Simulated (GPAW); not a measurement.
Consider rock-salt (TiC)1-x(ZrC)x, x = 0.125.

```cif
data_structure
_symmetry_space_group_name_H-M 'P 1'
_symmetry_Int_Tables_number 1
_cell_length_a 6.1865
_cell_length_b 6.1865
_cell_length_c 6.1865
_cell_angle_alpha 60.000
_cell_angle_beta 60.000
_cell_angle_gamma 60.000
_cell_volume 167.42
loop_
_atom_site_label
_atom_site_type_symbol
_atom_site_fract_x
_atom_site_fract_y
_atom_site_fract_z
_atom_site_occupancy
Ti1 Ti 0.00043 0.99956 0.99971 1
C2 C 0.75618 0.24410 0.25549 1
Ti3 Ti 0.00030 0.99988 0.49981 1
C4 C 0.75582 0.24411 0.74429 1
Ti5 Ti 0.00031 0.49981 0.00009 1
C6 C 0.75010 0.74994 0.24983 1
Ti7 Ti 0.00039 0.49980 0.49979 1
C8 C 0.75593 0.75566 0.74406 1
Ti9 Ti 0.49998 0.99998 0.00008 1
C10 C 0.24450 0.24429 0.25563 1
Ti11 Ti 0.50050 0.99974 0.49989 1
C12 C 0.24995 0.24992 0.75004 1
Zr13 Zr 0.50027 0.49972 0.00004 1
C14 C 0.24453 0.75556 0.25541 1
Ti15 Ti 0.50015 0.49983 0.50004 1
C16 C 0.24463 0.75544 0.74435 1
```

Absorber: atom 2, with 1 Ti at 2.14 Å, 4 Ti at 2.19 Å and 1 Zr at 2.24 Å (distorted octahedral). Method: GPAW, PBE, excited-electron core hole (neutral cell), 16-atom cell with 6.2 Å between holes, 6×6×6 k points, dipole transitions, Gaussian full width 0.9 eV up to 4 eV, rising linearly to 3.5 eV at 25 eV.

Q: What does the C K edge look like?

Main maxima up to 24 eV above the zero (height): 3.1 eV (2.09), 5.9 eV (1.13) and 13.4 eV (1.77). A K edge sees empty p states; the first features are C p mixed into the empty d states of the Ti and Zr neighbours, and the broad ones above probably into the cations' higher empty bands. The total-energy difference is 287.95 eV. One term is added: -6.71 eV, since the hole is spin-paired here and a spin-polarised one costs that much less in the free atom (computed apart). The photon energy is then 281.24 eV. The functional leaves an error of a few eV in such absolute values.

The C K spectrum (energy from the lowest empty level; intensity scaled to a mean of 1 over the first 20 eV):

```
E (eV)  isotropic  ε ∥ x  ε ∥ y
  -2.0       0.00   0.00   0.00
  -1.5       0.00   0.00   0.00
  -1.0       0.00   0.00   0.01
  -0.5       0.07   0.06   0.10
   0.0       0.36   0.33   0.43
   0.5       0.69   0.64   0.78
   1.0       0.82   0.75   0.97
   1.5       1.01   0.84   1.34
   2.0       1.34   1.09   1.83
   2.5       1.70   1.60   1.91
   3.0       2.09   2.33   1.64
   3.5       1.79   2.13   1.12
   4.0       1.62   1.99   0.89
   4.5       1.46   1.84   0.69
   5.0       1.08   1.25   0.72
   5.5       1.08   1.15   0.93
   6.0       1.12   1.33   0.71
   6.5       0.92   1.24   0.29
   7.0       0.59   0.79   0.19
   7.5       0.37   0.31   0.48
   8.0       0.42   0.12   1.01
   8.5       0.57   0.13   1.44
   9.0       0.68   0.22   1.58
   9.5       0.75   0.40   1.46
  10.0       0.82   0.64   1.18
  10.5       0.88   0.86   0.93
  11.0       0.95   1.01   0.83
  11.5       1.05   1.13   0.90
  12.0       1.24   1.32   1.10
  12.5       1.51   1.59   1.33
  13.0       1.72   1.84   1.49
  13.5       1.77   1.91   1.49
  14.0       1.62   1.75   1.37
  14.5       1.37   1.46   1.21
  15.0       1.12   1.13   1.09
  15.5       0.90   0.85   1.02
  16.0       0.74   0.64   0.93
  16.5       0.62   0.52   0.82
  17.0       0.54   0.47   0.68
  17.5       0.51   0.48   0.57
  18.0       0.51   0.51   0.48
  18.5       0.50   0.54   0.44
  19.0       0.50   0.54   0.41
  19.5       0.48   0.51   0.40
  20.0       0.45   0.47   0.40
  20.5       0.42   0.43   0.40
  21.0       0.39   0.39   0.39
  21.5       0.36   0.36   0.37
  22.0       0.33   0.33   0.34
  22.5       0.31   0.31   0.31
  23.0       0.29   0.29   0.28
  23.5       0.28   0.28   0.26
  24.0       0.28   0.28   0.26
  24.5       0.29   0.30   0.27
  25.0       0.31   0.32   0.30
  25.5       0.36   0.37   0.36
  26.0       0.44   0.44   0.44
  26.5       0.53   0.52   0.54
  27.0       0.63   0.62   0.65
  27.5       0.72   0.71   0.75
  28.0       0.81   0.80   0.83
  28.5       0.88   0.88   0.88
  29.0       0.93   0.94   0.92
  29.5       0.96   0.98   0.94
```

The holes are only 6.2 Å apart, so the shape is probably not converged with cell size; no larger cell was run here.

[Banner, clock and machine lines of the logs are left out without a mark of their own.]

[Logs are printed without paths, hosts, clocks, repeated set-up lines and the standing remarks that a program may print on its own settings, such as how far it seeks lower states.]

[Hosts, paths, dates, database ids (printed as entryN), source tags and the programs' standing remarks are cut or masked in the printed files.]

[Lists of maxima count a maximum above −3 eV only where it reaches 4 % of the highest in the window and stands out from its surroundings by 2 % of it (1.5 % where it reaches 55 %); shoulders and weaker maxima are passed over, and of the rest the first, up to two pre-edge ones and the few strongest are named.]
